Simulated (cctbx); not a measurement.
## Symmetry from intensities

Cell: a = 4.5090 Å, b = 4.5090 Å, c = 10.3310 Å, α = 90.00°, β = 90.00°, γ = 90.00°. Expected content of the cell: Os4 Sn4 Y2.

The data are simulated with cctbx, not measured: synchrotron X-rays, λ = 0.6889 Å, to d = 0.7 Å, 95 % of the full sphere, strongest reflection 70000 counts, noise from counting, a 4 % proportional error and a noise floor of 8 counts (s.d.); no absorption.

Tests on the unmerged data give:

```text
2476 reflections to d = 0.701 A
centring   violations  <I/sigma> of those
    A        632 of  1238      9.9
    B        621 of  1236      9.8
    C        617 of  1224      8.6
    I          0 of  1223      0.0
    R        854 of  1661     10.2
    F        935 of  1849      9.4
Laue class    unique    Rint  (classes that these axes allow; Friedel mates merged)
I 1 2/m 1         368   0.027
I 1 1 2/m         349   0.027
I 2/m 1 1         368   0.027
I m m m           214   0.029
I 4/m             178   0.030
I 4/m m m         123   0.030
space group    extra absences  I>4sigma  <I/sigma>
I 4 2 2                 0          0         -  acentric
I 4 m m                 0          0         -  acentric
I -4 m 2                0          0         -  acentric
I -4 2 m                0          0         -  acentric
I 4/m m m               0          0         -  centric
Wilson B = 1.00 A^2   <|E^2-1|> = 0.751 (0.968 centric, 0.736 acentric)   E^2>4: 0.8 %
shell (A)         n   <I/sigma>
 5.17 - 1.39     21     54.4
 1.39 - 1.11     15     61.0
 1.11 - 0.97     16     64.0
 0.97 - 0.88     12     56.1
 0.88 - 0.82     17     63.7
 0.82 - 0.77     11     57.6
 0.77 - 0.73     15     57.0
 0.73 - 0.70     16     54.8
```

**Question.** What are the lattice type, the Laue class and the likely space group?

The reflections that I centring forbids are absent (⟨I/σ⟩ near 0), so the lattice is I.

Rint stays low (0.027 to 0.030) up to I 4/m m m, the highest class in these axes.

5 settings pass the absence test. No glide or screw absences show, which leaves I 4 2 2, I 4 m m, I -4 m 2, I -4 2 m and I 4/m m m.

⟨|E²−1|⟩ = 0.751 leans to a non-centrosymmetric structure. Here that hint misleads: the statistic assumes many like atoms on general positions, and few, heavy or special-position atoms break it. The Wilson B of 1.00 Å² means U ≈ 0.0127 Å².

The true group is I4/mmm (no. 139), Laue class 4/mmm, centrosymmetric. The tables only narrow the choice to the tied entries; cell content, site symmetry and trial solutions must settle it.

The model is made up (kin elements in a known structure type, no relaxation), so it says nothing on whether the phase exists.

[Logs are printed without paths, hosts, clocks, repeated set-up lines and the standing remarks that a program may print on its own settings, such as how far it seeks lower states.]
